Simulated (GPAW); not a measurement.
# Optical response of TiSi2 (Zhiqinite), part 2 of 2

Aim: the dielectric function of TiSi2 (Zhiqinite), and the optical constants that follow from it. The cell comes from an older database entry, whose edges can differ from later determinations, mostly by under a per cent.

GPAW 26.7.0; DFT, LDA, plane-wave PAW (GPAW data sets), scalar-relativistic, RPA, optical limit.

So far. Step 2 (Ground state): There are states at the Fermi level within the smearing, so the occupations stay smeared and the carriers get a Drude term.

The database entry behind the starting cell is an old determination (1939), so it need not match the best structure at ambient conditions.

## 4. Dielectric function, RPA (continued)

The Im ε has structure finer than the step of the table below, so its rows give means over 0.5 eV, whole bins alone (the curve runs from 0.305 to 14.0 eV). Peaks (eV: height): E ∥ x 1.35: 20.2, 3.02: 21.6, 5.03: 21.4; E ∥ y 1.28: 22.6, 2.24: 21.5, 4.89: 22.5; E ∥ z 3.34: 24.2.

Sum at mesh points, not converged in k. Im ε against photon energy; means over each step:

```tsv
photon energy (eV)	E ∥ x	E ∥ y	E ∥ z
1.0	17.4	21.9	23.0
1.5	19.4	19.5	20.8
2.0	18.2	19.8	18.4
2.5	16.1	18.6	16.8
3.0	20.5	15.8	19.5
3.5	18.1	14.4	23.7
4.0	19.3	16.1	22.4
4.5	20.5	18.9	21.3
5.0	21.0	20.9	18.4
5.5	18.5	17.8	15.1
6.0	13.6	14.0	12.1
6.5	8.81	9.12	9.28
7.0	6.43	6.24	6.44
7.5	4.81	4.42	4.17
8.0	3.34	3.46	3.27
8.5	2.55	2.60	2.36
9.0	2.11	2.05	1.90
9.5	1.68	1.63	1.60
10.0	1.27	1.31	1.28
10.5	1.02	1.15	1.12
11.0	0.849	1.01	0.985
11.5	0.701	0.859	0.836
12.0	0.573	0.652	0.678
12.5	0.492	0.576	0.586
13.0	0.414	0.504	0.494
13.5	0.351	0.443	0.443
```

Values under 1 per cm are given as 1; sum at mesh points, not converged in k. Absorption coefficient against photon energy:

```tsv
photon energy (eV)	E ∥ x (1/cm)	E ∥ y (1/cm)	E ∥ z (1/cm)
0.492	4.4e5	4.3e5	2.3e5
1.010	2.7e5	3.4e5	2.5e5
1.486	3.8e5	4.1e5	3.5e5
1.985	5.0e5	5.1e5	4.7e5
2.508	5.1e5	6.9e5	5.4e5
3.018	8.3e5	7.5e5	7.0e5
3.510	9.2e5	7.9e5	1.1e6
3.980	1.1e6	9.4e5	1.3e6
4.516	1.4e6	1.2e6	1.6e6
4.981	1.7e6	1.7e6	1.8e6
5.515	2.0e6	2.0e6	1.9e6
6.021	2.3e6	2.2e6	2.1e6
6.494	2.2e6	2.2e6	2.2e6
6.985	2.2e6	2.1e6	2.2e6
7.496	2.2e6	2.1e6	2.1e6
8.026	2.1e6	2.1e6	2.0e6
8.516	2.0e6	2.0e6	2.0e6
9.023	2.0e6	2.0e6	1.9e6
9.483	2.0e6	1.9e6	1.9e6
10.026	1.9e6	1.8e6	1.8e6
10.519	1.9e6	1.8e6	1.8e6
11.029	1.8e6	1.8e6	1.7e6
11.479	1.8e6	1.7e6	1.7e6
12.023	1.7e6	1.7e6	1.7e6
12.504	1.7e6	1.6e6	1.6e6
13.000	1.6e6	1.6e6	1.6e6
13.512	1.5e6	1.5e6	1.5e6
```

Sum at mesh points, not converged in k. The reflectivity at normal incidence by photon energy; read off at these points:

```tsv
photon energy (eV)	E ∥ x (%)	E ∥ y (%)	E ∥ z (%)
0.500	90.3	88.3	65.7
0.750	74.1	73.9	51.7
1.000	48.1	56.8	50.3
1.250	48.8	52.7	51.2
1.500	48.1	49.1	48.5
1.750	48.0	47.2	49.0
2.000	47.8	48.7	47.4
2.250	44.9	51.1	45.4
2.500	44.1	49.2	45.9
2.750	47.3	46.6	45.7
3.000	50.3	46.1	48.2
3.058	50.6	46.2	48.7
3.250	49.6	45.2	51.0
3.500	48.0	43.2	52.6
3.750	47.6	43.3	53.2
4.000	49.6	45.5	54.2
4.250	50.4	47.3	54.0
4.500	52.6	48.9	56.6
4.750	53.8	52.4	57.1
5.000	56.2	56.9	58.9
5.250	59.0	57.2	59.1
5.500	60.7	58.8	60.2
5.750	64.0	62.0	61.3
6.000	66.3	63.6	62.9
6.250	67.9	66.9	63.6
6.500	69.7	68.7	66.2
6.750	69.2	69.7	67.5
7.000	68.8	68.9	70.0
7.250	69.6	70.7	72.3
7.500	71.1	70.8	71.9
7.750	72.8	70.1	71.1
8.000	73.1	70.6	71.6
8.250	73.5	72.1	73.0
8.500	73.1	71.3	73.6
8.750	72.3	71.5	73.1
9.000	72.8	72.3	72.4
9.250	72.7	72.1	72.3
9.500	73.7	72.5	71.4
9.750	74.9	72.6	72.0
10.000	75.3	72.6	73.0
10.250	75.5	71.2	70.8
10.500	75.4	70.7	71.2
10.750	75.9	70.7	71.0
11.000	75.2	69.7	69.7
11.250	75.3	70.2	70.1
11.500	75.8	70.3	70.4
11.750	76.2	71.9	71.1
11.866	76.5	73.3	72.0
11.944	76.4	73.6	72.0
12.000	76.2	73.5	71.8
12.250	75.9	72.5	71.0
12.500	75.7	71.0	70.9
12.750	75.9	70.8	71.0
13.000	76.0	70.9	71.6
13.250	75.8	71.1	70.2
13.500	75.9	69.9	69.8
13.750	74.7	68.7	69.6
```

Sum at mesh points, not converged in k. Im ε, E ∥ x against photon energy; read off at these points:

```tsv
photon energy (eV)	without local fields	with local fields
0.50	34.3	34.3
1.00	16.1	15.9
1.35	20.3	20.2
1.50	19.2	19.1
2.00	18.6	18.7
2.50	15.4	15.4
3.00	21.7	21.5
3.50	17.8	17.8
4.00	19.6	19.4
4.50	20.7	20.8
5.00	21.0	21.3
5.50	18.6	18.7
6.00	13.9	13.7
6.50	8.82	8.69
7.00	6.53	6.42
7.50	4.85	4.84
8.00	3.34	3.33
8.50	2.50	2.52
9.00	2.02	2.07
9.50	1.57	1.69
10.00	1.18	1.27
10.50	0.956	1.03
11.00	0.773	0.850
11.50	0.613	0.697
12.00	0.504	0.570
12.50	0.428	0.495
13.00	0.357	0.413
13.50	0.297	0.345
```

Sum at mesh points, not converged in k. The loss function −Im 1/ε at q → 0 by energy loss; read off at these points:

```tsv
energy loss (eV)	E ∥ x	E ∥ y	E ∥ z
0.5	0.00569	0.00681	0.0315
1.0	0.0617	0.0510	0.0318
1.5	0.0435	0.0507	0.0360
2.0	0.0454	0.0425	0.0412
2.5	0.0436	0.0524	0.0402
3.0	0.0398	0.0567	0.0355
3.5	0.0524	0.0625	0.0382
4.0	0.0481	0.0533	0.0435
4.5	0.0474	0.0502	0.0465
5.0	0.0466	0.0466	0.0498
5.5	0.0473	0.0511	0.0537
6.0	0.0464	0.0508	0.0564
6.5	0.0495	0.0513	0.0563
7.0	0.0595	0.0601	0.0557
7.5	0.0601	0.0646	0.0625
8.0	0.0641	0.0719	0.0706
8.5	0.0735	0.0800	0.0741
9.0	0.0824	0.0855	0.0884
9.5	0.0869	0.0954	0.103
10.0	0.0909	0.108	0.107
10.5	0.102	0.130	0.128
11.0	0.116	0.150	0.153
11.5	0.126	0.161	0.165
12.0	0.141	0.161	0.176
12.5	0.163	0.205	0.206
13.0	0.183	0.230	0.229
13.5	0.216	0.282	0.279
```

From ε follow the optical constants at some laser and lamp lines:

```tsv
wavelength (nm)	n x	k x	R (%) x	1/α x	n y	k y	R (%) y	1/α y
1064	3.75	2.511	48.0	34 nm	3.58	2.920	51.5	29 nm
800	3.87	2.450	47.9	26 nm	3.48	2.583	48.0	25 nm
532	3.65	2.131	44.2	20 nm	3.61	2.858	50.9	15 nm
450	4.13	2.257	47.4	16 nm	3.23	2.503	46.5	14 nm
365	3.49	2.684	49.0	11 nm	3.12	2.288	43.8	13 nm
308	3.54	2.748	49.7	8.9 nm	3.46	2.371	45.8	10 nm
193	1.36	3.466	69.1	4.4 nm	1.38	3.459	68.7	4.4 nm
```

A polished face would reflect 47 % of daylight and look light grey (CIE x = 0.315, y = 0.330 under D65).

## 5. Results

What this shows: At this level (LDA, RPA) TiSi2 is a metal. The mesh is too coarse to trust the carriers' weight, the reflectivity or the colour to better than tens of per cent. A polished face would reflect 47 % of daylight and look light grey (CIE x = 0.315, y = 0.330 under D65). The carriers' damping of 0.05 eV is typed, not computed; it shapes the response at the lowest energies. In this version of GPAW the matrix elements of the optical limit are incomplete, which can lower ε − 1 by up to a tenth where first-row anions or d states rule, and shift it by more in d metals. GPAW's carrier term has the form −ωp²/(ω + i·rate)², which damps like twice the rate and fails at low energy, so the curves leave the lowest energies out. The sum runs over mesh points 0.21 Å⁻¹ apart with no interpolation, so peaks are partly noise of the mesh, and the Drude plasma energy, a sum over the Fermi surface, isn't converged.

[Machine, clock and banner lines and Python warnings are left out of the logs.]

[Logs are printed without paths, hosts, clocks, repeated set-up lines and the standing remarks that a program may print on its own settings, such as how far it seeks lower states.]

[Hosts, paths, dates, database ids (printed as entryN), source tags and the programs' standing remarks are cut or masked in the printed files.]
